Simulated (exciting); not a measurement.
Consider BiBrO, space group P4/nmm.

```cif
data_structure
_symmetry_space_group_name_H-M 'P 1'
_symmetry_Int_Tables_number 1
_cell_length_a 3.9160
_cell_length_b 3.9160
_cell_length_c 8.0770
_cell_angle_alpha 90.000
_cell_angle_beta 90.000
_cell_angle_gamma 90.000
_cell_volume 123.86
loop_
_atom_site_label
_atom_site_type_symbol
_atom_site_fract_x
_atom_site_fract_y
_atom_site_fract_z
_atom_site_occupancy
Bi1 Bi 0.50000 0.00000 0.84600 1
Bi2 Bi 0.00000 0.50000 0.15400 1
Br3 Br 0.50000 0.00000 0.34700 1
Br4 Br 0.00000 0.50000 0.65300 1
O5 O 0.50000 0.50000 0.00000 1
O6 O 0.00000 0.00000 0.00000 1
```

Absorber: atom 5, with 4 Bi at 2.32 Å (tetrahedral, site symmetry -4m2). Method: exciting, all-electron LAPW+lo, LDA, exchange and screened direct term (singlet BSE), 3×3×2 shifted k points, 42 conduction bands, |G+q| up to 3 bohr⁻¹, full RPA screening with nempty = 75, Lorentzian half width 0.45 eV.

The database entry behind the starting cell differs from later determinations by our own check (0.1 to 0.3 % short, probably kX units), so it need not match the best structure at ambient conditions.

Q: Predict the O K near-edge structure at this level.

Bound core exciton? Undecided on this mesh: the first bright state (over 5 % of the brightest) lies at -0.26 eV from the Kohn–Sham onset and at -0.67 eV from the lowest bare transition of its own mesh. Maxima (height): 1.0 eV (1.00), 6.0 eV (0.20), 9.6 eV (0.17) and 14.0 eV (0.18).

Energy from the Kohn–Sham onset, core level to the lowest empty state found on the meshes used; Im ε in relative units:

```csv
E (eV),Im ε
-3.0,0.02
-2.5,0.03
-2.0,0.04
-1.5,0.05
-1.0,0.08
-0.5,0.14
0.0,0.29
0.5,0.65
1.0,1.00
1.5,0.71
2.0,0.48
2.5,0.33
3.0,0.24
3.5,0.16
4.0,0.10
4.5,0.07
5.0,0.07
5.5,0.12
6.0,0.19
6.5,0.14
7.0,0.10
7.5,0.09
8.0,0.09
8.5,0.10
9.0,0.13
9.5,0.17
10.0,0.16
10.5,0.13
11.0,0.13
11.5,0.11
12.0,0.13
12.5,0.13
13.0,0.12
13.5,0.15
14.0,0.18
14.5,0.17
15.0,0.15
15.5,0.13
16.0,0.11
16.5,0.10
17.0,0.09
17.5,0.10
18.0,0.10
```

Binding energies aren't converged on 18 k points, and fine structure above the first lines is partly noise of the mesh. The kernel cutoff is low for a compact core orbital, so the effect of exchange is a lower bound. The zero comes from the unshifted 4×4×2 ground-state mesh; it is exact only where the band minimum lies on that mesh. The Kohn–Sham onset, 503 eV, is no photon energy: the scale needs a rigid shift. No quasiparticle correction widens the gap or stretches the bands. Vibrations and energy-dependent lifetimes are left out. The structure is a published determination, not relaxed.

[Banner, clock and machine lines of the logs are left out without a mark of their own.]

[Logs are printed without paths, hosts, clocks, repeated set-up lines and the standing remarks that a program may print on its own settings, such as how far it seeks lower states.]

[Hosts, paths, dates, database ids (printed as entryN), source tags and the programs' standing remarks are cut or masked in the printed files.]
